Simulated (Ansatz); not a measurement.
# FeAs2 (Lollingite): converging the G0W0 gap

Aim: see how the G0W0 gap of FeAs2 (Lollingite) on LDA moves with empty bands and screening cutoff, and what each rung costs.

Program: Ansatz 0.2.0. Level of theory: G0W0 on LDA, plane waves, PAW. Results are calculated unless marked as measured.

Most raw output is cut from this account.

In doubt: one-shot GW on d or f shells is unsure (steps 2, 3, 4, 5, 6), so the values of those runs are not to be relied on.

### Step 1. The structure

Symmetry: Pnnm, No. 58, orthorhombic system. Conventional cell: a = 5.301 Å, b = 5.986 Å, c = 2.882 Å, α = 90.00°, β = 90.00°, γ = 90.00°. Nearest to Fe lie 6 As at 2.36 to 2.39 Å. Nearest to As lie 3 Fe at 2.36 to 2.39 Å and 1 As at 2.49 Å. Farther neighbours are not listed.

The cell and positions come from the Crystallography Open Database and are kept as given unless a step says otherwise. The default PAW set here is soft_2. Its files were made with PBE.

### Step 2. 119 empty bands, screening to 69 eV

Now the one-shot GW correction: screening in the RPA, then the self-energy of the levels asked for.

input.yaml reads:

```yaml
crystal:
  lattice:
    - [5.3012, 0.0, 0.0]
    - [0.0, 5.9858, 0.0]
    - [0.0, 0.0, 2.8822]
  atoms:
    - { symbol: Fe, position: [0.0, 0.0, 0.0] }
    - { symbol: Fe, position: [0.5, 0.5, 0.5] }
    - { symbol: As, position: [0.1763, 0.3624, 0.0] }
    - { symbol: As, position: [0.8237, 0.6376, 0.0] }
    - { symbol: As, position: [0.6763, 0.1376, 0.5] }
    - { symbol: As, position: [0.3237, 0.8624, 0.5] }
kpoints:
  mp_grid: { grid: [4, 4, 6] }
hamiltonian:
  xc: lda
scf:
  occupations: { method: fixed }
gw:
  n_empty_bands: 119
  ecut_chi: 69
  qp_bands: [v2, c2]
  qp_kpoints: band_edges
  screening: { model: contour_deformation }
```

Command:

```sh
$ ansatz run input.yaml --threads 3 --pin off --max-ram 92160MiB --backend cuda --events-out ev --progress --plain --runs-dir out --devices 1 --max-vram 13GiB  # rebuilt from the run's record
```

Elapsed: 47 s, on 1 × NVIDIA H100 80GB HBM3 (shared by 6 runs) with 3 threads of AMD EPYC 7R13 (Zen 3), shared host; peak memory 1.4 GiB; 84 s of CPU time.

This step gave:

* bands summed: 165
* RPA ε∞ on this mesh (eigenvalues): 26.35, 28.74, 41.69
* plane waves in the screening matrix: 113
* q-points in the mesh: 96
* G0W0 gap on the mesh: 0.5066 eV
* k of the valence top: 0, 0.25, 0.1667
* k of the conduction bottom: 0, 0, 0.1667
* starting gap on the mesh: 0.2540 eV
* Z at the valence top: 0.6512
* Z at the conduction bottom: 0.6940
* least direct G0W0 gap on the computed points: 0.6840 eV

The gap on the mesh goes from 0.25 eV to 0.51 eV, a correction of +0.25 eV, though a band edge has moved to another state.

### Step 3. 336 empty bands, screening to 138 eV

Another rung: the empty bands reach about as high as the screening cutoff, so the two stay in balance.

Edit input.yaml of step 2 so:

```diff
@@ -19,4 +19,4 @@
 gw:
-  n_empty_bands: 119
-  ecut_chi: 69
+  n_empty_bands: 336
+  ecut_chi: 138
   qp_bands: [v2, c2]
```

Run time: 2.6 min. Hardware: 1 × NVIDIA H100 80GB HBM3 (shared by 6 runs) with 3 threads; peak memory 2.3 GiB.

Numbers from this step:

```yaml
bands_summed: 382
rpa_eps_infinity_on_this_mesh_eigenvalues: 26.01, 28.52, 41.40
plane_waves_in_the_screening_matrix: 337
q_points_in_the_mesh: 96
g0w0_gap_on_the_mesh: 0.3606 eV
k_of_the_valence_top: 0, 0, 0
k_of_the_conduction_bottom: 0, 0, 0.1667
starting_gap_on_the_mesh: 0.2540 eV
z_at_the_valence_top: 0.6186
z_at_the_conduction_bottom: 0.6845
least_direct_g0w0_gap_on_the_computed_points: 0.6146 eV
```

Against the run with 4×4×6 mesh, 119 empty bands, screening to 69 eV, the gap moves by −0.15 eV.

### Step 4. 724 empty bands, screening to 230 eV

Edit input.yaml of step 3 so:

```diff
@@ -19,4 +19,4 @@
 gw:
-  n_empty_bands: 336
-  ecut_chi: 138
+  n_empty_bands: 724
+  ecut_chi: 230.0
   qp_bands: [v2, c2]
```

Wall time 4.8 min (1 × NVIDIA H100 80GB HBM3 (shared by 6 runs) with 3 threads); peak memory 5.4 GiB.

This step gave:

```
bands summed                                 : 770
RPA ε∞ on this mesh (eigenvalues)            : 25.89, 28.44, 41.29
plane waves in the screening matrix          : 757
G0W0 gap on the mesh                         : 0.3436 eV
k of the valence top                         : 0, 0, 0
k of the conduction bottom                   : 0, 0, 0.1667
starting gap on the mesh                     : 0.2540 eV
least direct G0W0 gap on the computed points : 0.5977 eV
```

Against the run with 4×4×6 mesh, 336 empty bands, screening to 138 eV, the gap moves by −0.017 eV.

### Step 5. Changing the k mesh: 2×2×4 mesh, 336 empty bands, screening to 138 eV

Only the mesh changes. It samples the long-range screening, which converges on its own terms. Bands and cutoff differ from the step before, so it is read against an earlier run that matches them.

Edit input.yaml of step 4 so:

```diff
@@ -13,3 +13,3 @@
 kpoints:
-  mp_grid: { grid: [4, 4, 6] }
+  mp_grid: { grid: [2, 2, 4] }
 hamiltonian:
@@ -19,4 +19,4 @@
 gw:
-  n_empty_bands: 724
-  ecut_chi: 230.0
+  n_empty_bands: 336
+  ecut_chi: 138
   qp_bands: [v2, c2]
```

The job ended after 24 s (1 × NVIDIA H100 80GB HBM3 (shared by 6 runs) with 3 threads; peak memory 1.5 GiB; 46 s of CPU time).

Numbers from this step:

| Property | Result |
| --- | --- |
| bands summed | 382 |
| RPA ε∞ on this mesh (eigenvalues) | 24.50, 40.19, 59.49 |
| plane waves in the screening matrix | 337 |
| G0W0 gap on the mesh | 0.3049 eV |
| k of the valence top | 0, 0, 0 |
| k of the conduction bottom | 0, 0, 0.25 |
| starting gap on the mesh | 0.2507 eV |
| least direct G0W0 gap on the computed points | 0.6560 eV |

Against the run with 4×4×6 mesh, 336 empty bands, screening to 138 eV, the gap moves by −0.06 eV. A band edge is found at another k point on this mesh.

### Step 6. Changing the frequency model: 4×4×6 mesh, 724 empty bands, screening to 230 eV, plasmon pole

A plasmon pole stands in for the full frequency dependence of the screening; this run shows what that costs in accuracy. Bands and cutoff differ from the step before, so it is read against an earlier run that matches them.

input.yaml, the sections that differ from step 5:

```yaml
kpoints:
  mp_grid: { grid: [4, 4, 6] }
gw:
  n_empty_bands: 724
  ecut_chi: 230.0
  qp_bands: [v2, c2]
  qp_kpoints: band_edges
  screening: { model: godby_needs }
# crystal, hamiltonian, scf: as in step 5
```

The job ended after 6.1 min (1 × NVIDIA H100 80GB HBM3 (shared by 6 runs) with 3 threads; peak memory 6.9 GiB).

This step gave:

```
bands summed                                 : 770
plasmon-pole fit frequency                   : 37.24 eV
RPA ε∞ on this mesh (eigenvalues)            : 25.89, 28.44, 41.29
plane waves in the screening matrix          : 757
G0W0 gap on the mesh                         : 0.2552 eV
k of the valence top                         : 0, 0, 0
k of the conduction bottom                   : 0, 0, 0.1667
starting gap on the mesh                     : 0.2540 eV
least direct G0W0 gap on the computed points : 0.5755 eV
```

Against the run with 4×4×6 mesh, 724 empty bands, screening to 230 eV, the gap moves by −0.09 eV.

### Step 7. Side by side

Times are wall times on 1 × NVIDIA H100 80GB HBM3 (shared by 6 runs) with 3 threads of AMD EPYC 7R13 (Zen 3), shared host, good to a factor of about two.

```csv
mesh,files,frequency,bands summed,cutoff (eV),start (eV),G0W0 (eV),time,host memory (GiB)
4×4×6,default PAW,contour deformation,165,69,0.254,0.507,47 s,1.4
4×4×6,default PAW,contour deformation,382,138,0.254,0.361,2.6 min,2.3
4×4×6,default PAW,contour deformation,770,230,0.254,0.344,4.8 min,5.4
2×2×4,default PAW,contour deformation,382,138,0.251,0.305,24 s,1.5
4×4×6,default PAW,plasmon pole,770,230,0.254,0.255,6.1 min,6.9
```

How the two edges are built up, in eV (the quasiparticle level is the starting level plus Σx plus Σc less Vxc):

```csv
run,edge,start,Σx,Σc,Vxc,Z,QP
165 bands,valence top,14.18,-32.43,4.50,-28.97,0.65,15.22
165 bands,conduction bottom,14.78,-20.23,-2.46,-23.63,0.69,15.73
382 bands,valence top,14.16,-35.29,5.65,-30.54,0.62,15.06
382 bands,conduction bottom,14.78,-20.23,-2.76,-23.63,0.68,15.42
770 bands,valence top,14.16,-35.29,5.55,-30.54,0.61,14.95
770 bands,conduction bottom,14.78,-20.23,-2.89,-23.63,0.68,15.30
```

 Where G0W0 reorders the edges (165 bands, 382 bands and 770 bands), the two states listed lie further apart at the start than the starting gap.

### Step 8. Results

| Property | Result |
| --- | --- |
| 165 bands, 69 eV | 0.507 eV |
| 382 bands, 138 eV | 0.361 eV |
| 770 bands, 230 eV | 0.344 eV |
| estimated limit in bands and cutoff | 0.33 eV |
| mesh and start | 4×4×6, LDA |

What this shows: A line in one over the bands through the two highest rungs gives 0.33 eV, −0.02 eV from the top rung; the pair below can't check it, so it is rough. The rungs stand 0.18 eV (165 bands), 0.03 eV (382 bands) and 0.02 eV (770 bands) from it. From 165 to 770 bands the gap moves by −0.16 eV while the time grows 6.2-fold. On the 2×2×4 mesh in place of 4×4×6 the gap differs by −0.06 eV, of which −0.003 eV is already in the start. The plasmon-pole model gives −0.09 eV against contour deformation, 99 % of the correction (the least direct gap moves by −0.02 eV), and saved no time in this program. The cheapest rung within 0.1 eV of this estimate is that with 382 bands (2.6 min). The 4×4×6 mesh is coarse for this cell (its supercell is 17 Å along the shortest edge). The RPA ε∞ on it, from the LDA start, is 25.89, 28.44 and 41.29; such meshes misread the long-range screening, most where the gap is narrow. The RPA ε∞ on this mesh reaches over 25; with a narrow direct gap a coarse mesh can overstate it, and the correction is then too small. The runs have no spin polarisation. For a closed low-spin shell that is the natural state; where a d or f shell is open it is a constraint, and the gap is then not the crystal's own. With d states at the gap, one-shot GW leans hard on its start. The many-body steps are scalar-relativistic: spin-orbit coupling is not in them.

[Paths, hosts, dates, memory and timing lines, banners, echoed tables and standing remarks are left out of the program output.]

[Logs are printed without paths, hosts, clocks, repeated set-up lines and the standing remarks that a program may print on its own settings, such as how far it seeks lower states.]

[Runs of the session that timed out or met a known fault of the program may be left out.]

[Cells called generated may have been cut or substituted from an entry of the Crystallography Open Database or the Materials Project.]

[Hosts, paths, dates, database ids (printed as entryN), source tags and the programs' standing remarks are cut or masked in the printed files.]
